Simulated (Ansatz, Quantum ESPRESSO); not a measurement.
# Ge chain with one bond drawn out by 2.0 Å: ballistic transmission, part 3 of 4

Wanted: the transmission near the Fermi level and the conductance of this junction: Ge chain with one bond drawn out by 2.0 Å.

Quantum ESPRESSO 7.5; plane-wave DFT, PBE, GBRV ultrasoft pseudopotentials; cross-check by Ansatz 0.2.0 with PAW datasets.

So far. Step 2 (Self-consistent run): The run needed 15 iterations to bring the estimated error under 1e-07 Ry; the largest force on any atom, held or free, is 0.88 eV/Å. Step 3 (The open system): At no point does T exceed the number of channels. That doesn't clear the run: at some energies its lead has fewer channels than the second code's.

### Step 4. Transmission with pwcond.x, with epsproj = 0.01

Level of this step: transmission by pwcond, lead and junction from one cell; plane-wave DFT, PBE, GBRV ultrasoft pseudopotentials (Quantum ESPRESSO).

A sensitivity test on the input.

Contents of cond.w.in:

```
&inputcond
  outdir = './out'
  prefixt = 'scf'
  tran_file = 'cond.w.dat'
  bdl = 0.6266666667
  bds = 3.4000000000
  ikind = 1
  ewind = 4.0
  epsproj = 0.01
  nz1 = 7
  energy0 = 2.0
  denergy = -0.1
/
1
  0.00000000 0.00000000 1.00000000
41
```

The run is started by

```bash
$ OMP_NUM_THREADS=1 mpirun -n 2 pwcond.x -in cond.w.in > cond.w.out
```

The program printed:

```text
[banner, memory and clock lines left out]
Program PWCOND v.7.5 starts
[citation notice left out]

[...]
./out/scf.save/

[...]
negative rho (up, down):  1.274E-04 0.000E+00
     Reading collected, re-writing distributed wavefunctions

===== INPUT FILE containing all the regions =====

     GEOMETRY:

     lattice parameter (alat)  =      14.1729  a.u.
     the volume                =    9679.6423 (a.u.)^3
     the cross section         =     200.8724 (a.u.)^2
     l of the unit cell        =       3.4000 (alat)
     number of atoms/cell      =           10
     number of atomic types    =            1

     crystal axes: (cart. coord. in units of alat)
               a(1) = (  1.0000  0.0000  0.0000 )
               a(2) = (  0.0000  1.0000  0.0000 )
               a(3) = (  0.0000  0.0000  3.4000 )

   Cartesian axes

     site n.     atom                  positions (alat units)
          1        Ge     tau(  1)=(  0.5000  0.5000  3.4000  )
          2        Ge     tau(  2)=(  0.5000  0.5000  0.3133  )
          3        Ge     tau(  3)=(  0.5000  0.5000  0.6267  )
          4        Ge     tau(  4)=(  0.5000  0.5000  0.9400  )
          5        Ge     tau(  5)=(  0.5000  0.5000  1.2533  )
          6        Ge     tau(  6)=(  0.5000  0.5000  1.8333  )
          7        Ge     tau(  7)=(  0.5000  0.5000  2.1467  )
          8        Ge     tau(  8)=(  0.5000  0.5000  2.4600  )
          9        Ge     tau(  9)=(  0.5000  0.5000  2.7733  )
         10        Ge     tau( 10)=(  0.5000  0.5000  3.0867  )

     nr1s                      =           54
     nr2s                      =           54
     nr3s                      =          180
     nr1sx                     =           54
     nr2sx                     =           54
     nr3sx                     =          180
     nr1                       =           60
     nr2                       =           60
     nr3                       =          200
     nr1x                      =           60
     nr2x                      =           60
     nr3x                      =          200

 _______________________________
  Radii of nonlocal spheres:

     type       ibeta     ang. mom.          radius (alat units)
       Ge         1         0                    0.1426
       Ge         2         0                    0.1426
       Ge         3         1                    0.1426
       Ge         4         1                    0.1426
       Ge         5         2                    0.1426
       Ge         6         2                    0.1426
----- General information -----

--- T calc. with identical leads (ikind=1) ---

     nrx                       =           54
     nry                       =           54
     nz1                       =            7

     energy0               =         2.0E+00
     denergy               =        -1.0E-01
     nenergy               =         41
     ecut2d                =         3.4E+01
     ewind                 =         4.0E+00
     epsproj               =         1.0E-02

     number of k_|| points=    1
                       cryst. coord.
        k(    1) = (   0.0000000   0.0000000), wk =   1.0000000
----- Information about left/right lead -----

     nocros                   =           18
     noins                    =           18
     norb                     =           54
     norbf                    =          162
     nrz                      =           33

      iorb      type   ibeta   ang. mom.   m       position (alat)
        1        1       1        0        1   taunew(   1)=(  0.5000  0.5000  0.0000)
        2        1       2        0        1   taunew(   2)=(  0.5000  0.5000  0.0000)
[...]
54        1       6        2        5   taunew(  54)=(  0.5000  0.5000  0.6267)
    k slab    z(k)  z(k+1)     crossing(iorb=1,norb)
    1   0.0000 0.0190 0.0190   111111111111111111000000000000000000000000000000000000
    2   0.0190 0.0380 0.0190   111111111111111111000000000000000000000000000000000000
[...]
33   0.6077 0.6267 0.0190   000000000000000000000000000000000000111111111111111111
----- Information about scattering region -----

     noins                    =          126
     norb                     =          162
     norbf                    =          162
     nrz                      =          147

      iorb      type   ibeta   ang. mom.   m       position (alat)
        1        1       1        0        1   taunew(   1)=(  0.5000  0.5000 -0.0000)
        2        1       2        0        1   taunew(   2)=(  0.5000  0.5000 -0.0000)
[...]
162        1       6        2        5   taunew( 162)=(  0.5000  0.5000  2.7733)
 ngper, shell number =          545          70
 ngper, n2d =          545          82
---  E-Ef =    2.0000000  k =    0.0000000   0.0000000
---  ie =          1  ik =          1
 Nchannels of the left tip =            3
 Right moving states:
   k1(2pi/a)   k2(2pi/a)   E-Ef (eV)
   0.3177662   0.0000030   2.0000000
  -0.3267334  -0.0000896   2.0000000
  -0.3267334  -0.0000896   2.0000000
 Left moving states:
   k1(2pi/a)   k2(2pi/a)   E-Ef (eV)
  -0.3177662   0.0000030   2.0000000
   0.3267334  -0.0000896   2.0000000
   0.3267334  -0.0000896   2.0000000

 to transmit
 Band j to band i transmissions and reflections:
    j         i     |T_ij|^2    |R_ij|^2

    1 -->     1     0.19815     0.80185
    1 -->     2     0.00000     0.00000
    1 -->     3     0.00000     0.00000
   Total T_j, R_j =    0.19815  0.80185

    2 -->     1     0.00000     0.00000
    2 -->     2     0.04166     0.80194
    2 -->     3     0.00000     0.15640
   Total T_j, R_j =    0.04166  0.95834

    3 -->     1     0.00000     0.00000
    3 -->     2     0.00000     0.15640
    3 -->     3     0.04166     0.80194
   Total T_j, R_j =    0.04166  0.95834

E-Ef(ev), T(x2 spins) =    2.0000000   0.5629276
---  E-Ef =    1.9000000  k =    0.0000000   0.0000000
---  ie =          2  ik =          1
 Nchannels of the left tip =            3
 Right moving states:
   k1(2pi/a)   k2(2pi/a)   E-Ef (eV)
   0.3121776   0.0000035   1.9000000
  -0.3384710  -0.0000898   1.9000000
  -0.3384710  -0.0000898   1.9000000
 Left moving states:
   k1(2pi/a)   k2(2pi/a)   E-Ef (eV)
  -0.3121776   0.0000035   1.9000000
   0.3384710  -0.0000898   1.9000000
   0.3384710  -0.0000898   1.9000000

 to transmit
 Band j to band i transmissions and reflections:
    j         i     |T_ij|^2    |R_ij|^2

    1 -->     1     0.18989     0.81011
    1 -->     2     0.00000     0.00000
    1 -->     3     0.00000     0.00000
   Total T_j, R_j =    0.18989  0.81011

    2 -->     1     0.00000     0.00000
    2 -->     2     0.03935     0.76759
    2 -->     3     0.00000     0.19306
   Total T_j, R_j =    0.03935  0.96065

    3 -->     1     0.00000     0.00000
    3 -->     2     0.00000     0.19306
    3 -->     3     0.03935     0.76759
   Total T_j, R_j =    0.03935  0.96065

E-Ef(ev), T(x2 spins) =    1.9000000   0.5371828
---  E-Ef =    1.8000000  k =    0.0000000   0.0000000
---  ie =          3  ik =          1
 Nchannels of the left tip =            3
 Right moving states:
   k1(2pi/a)   k2(2pi/a)   E-Ef (eV)
   0.3065722   0.0000040   1.8000000
  -0.3503459  -0.0000899   1.8000000
  -0.3503459  -0.0000899   1.8000000
 Left moving states:
   k1(2pi/a)   k2(2pi/a)   E-Ef (eV)
  -0.3065722   0.0000040   1.8000000
   0.3503460  -0.0000899   1.8000000
   0.3503460  -0.0000899   1.8000000

 to transmit
 Band j to band i transmissions and reflections:
    j         i     |T_ij|^2    |R_ij|^2

    1 -->     1     0.18214     0.81786
    1 -->     2     0.00000     0.00000
    1 -->     3     0.00000     0.00000
   Total T_j, R_j =    0.18214  0.81786

    2 -->     1     0.00000     0.00000
    2 -->     2     0.03686     0.72191
    2 -->     3     0.00000     0.24122
   Total T_j, R_j =    0.03686  0.96314

    3 -->     1     0.00000     0.00000
    3 -->     2     0.00000     0.24122
    3 -->     3     0.03686     0.72191
   Total T_j, R_j =    0.03686  0.96314

E-Ef(ev), T(x2 spins) =    1.8000000   0.5117332
[... further energies and points left out ...]
---  E-Ef =   -1.8000000  k =    0.0000000   0.0000000
---  ie =         39  ik =          1
 Nchannels of the left tip =            1
 Right moving states:
   k1(2pi/a)   k2(2pi/a)   E-Ef (eV)
   0.0886882   0.0000217  -1.8000000
 Left moving states:
   k1(2pi/a)   k2(2pi/a)   E-Ef (eV)
  -0.0886882   0.0000217  -1.8000000

 to transmit
 Band j to band i transmissions and reflections:
    j         i     |T_ij|^2    |R_ij|^2

    1 -->     1     0.04529     0.95471
   Total T_j, R_j =    0.04529  0.95471

E-Ef(ev), T(x2 spins) =   -1.8000000   0.0905776
---  E-Ef =   -1.9000000  k =    0.0000000   0.0000000
---  ie =         40  ik =          1
 Nchannels of the left tip =            1
 Right moving states:
   k1(2pi/a)   k2(2pi/a)   E-Ef (eV)
   0.0820307   0.0000222  -1.9000000
 Left moving states:
   k1(2pi/a)   k2(2pi/a)   E-Ef (eV)
  -0.0820307   0.0000222  -1.9000000

 to transmit
 Band j to band i transmissions and reflections:
    j         i     |T_ij|^2    |R_ij|^2

    1 -->     1     0.04327     0.95673
   Total T_j, R_j =    0.04327  0.95673

E-Ef(ev), T(x2 spins) =   -1.9000000   0.0865466
---  E-Ef =   -2.0000000  k =    0.0000000   0.0000000
---  ie =         41  ik =          1
 Nchannels of the left tip =            1
 Right moving states:
   k1(2pi/a)   k2(2pi/a)   E-Ef (eV)
   0.0753263   0.0000227  -2.0000000
 Left moving states:
   k1(2pi/a)   k2(2pi/a)   E-Ef (eV)
  -0.0753263   0.0000227  -2.0000000

 to transmit
 Band j to band i transmissions and reflections:
    j         i     |T_ij|^2    |R_ij|^2

    1 -->     1     0.04134     0.95866
   Total T_j, R_j =    0.04134  0.95866

E-Ef(ev), T(x2 spins) =   -2.0000000   0.0826802
   T_tot     2.00000      0.56293E+00
   T_tot     1.90000      0.53718E+00
   T_tot     1.80000      0.51173E+00
   T_tot     1.70000      0.48692E+00
   T_tot     1.60000      0.46323E+00
   T_tot     1.50000      0.44119E+00
   T_tot     1.40000      0.42125E+00
   T_tot     1.30000      0.40374E+00
   T_tot     1.20000      0.38893E+00
   T_tot     1.10000      0.37703E+00
   T_tot     1.00000      0.36835E+00
   T_tot     0.90000      0.36337E+00
   T_tot     0.80000      0.36308E+00
   T_tot     0.70000      0.24383E+00
   T_tot     0.60000      0.23604E+00
   T_tot     0.50000      0.37416E+00
   T_tot     0.40000      0.39594E+00
   T_tot     0.30000      0.41080E+00
   T_tot     0.20000      0.40857E+00
   T_tot     0.10000      0.38320E+00
   T_tot    -0.00000      0.34341E+00
   T_tot    -0.10000      0.30296E+00
   T_tot    -0.20000      0.26905E+00
   T_tot    -0.30000      0.24243E+00
   T_tot    -0.40000      0.22137E+00
   T_tot    -0.50000      0.20371E+00
   T_tot    -0.60000      0.18771E+00
   T_tot    -0.70000      0.17260E+00
   T_tot    -0.80000      0.15884E+00
   T_tot    -0.90000      0.14697E+00
   T_tot    -1.00000      0.13617E+00
   T_tot    -1.10000      0.12468E+00
   T_tot    -1.20000      0.11915E+00
   T_tot    -1.30000      0.11384E+00
   T_tot    -1.40000      0.10874E+00
   T_tot    -1.50000      0.10387E+00
   T_tot    -1.60000      0.99224E-01
   T_tot    -1.70000      0.94798E-01
   T_tot    -1.80000      0.90578E-01
   T_tot    -1.90000      0.86547E-01
   T_tot    -2.00000      0.82680E-01

[...]
```

Elapsed: 1.9 min, on 2 MPI ranks of Arm Neoverse V1, shared host; peak memory 0.61 GiB; 3.9 min of CPU time.

The changed values were drawn from a wide range, not chosen for quality; the comparison shows what they did here together.

Beside the run it was changed from:

| quantity | this run | unchanged run | difference |
| --- | --- | --- | --- |
| transmission at the Fermi level, one spin | 0.1717 | 0.1733 | -0.0016 |
| lead channels at the Fermi level, one spin | 3 | 3 | 0 |
| wall time (s) | 117 | 274 |  |

Over all energies T moves by up to 0.0016, at -0 eV.

The physical values in this table move by up to 0.94 %.

(Continued in part 4 of 4.)

[Logs are printed without paths, hosts, clocks, repeated set-up lines and the standing remarks that a program may print on its own settings, such as how far it seeks lower states.]

[Hosts, paths, dates, database ids (printed as entryN), source tags and the programs' standing remarks are cut or masked in the printed files.]

[Maps of the electrostatic potential energy from Ansatz leave out the sawtooth potential of an applied field or a dipole correction, so their vacuum need not be flat; planar profiles and work functions include it.]
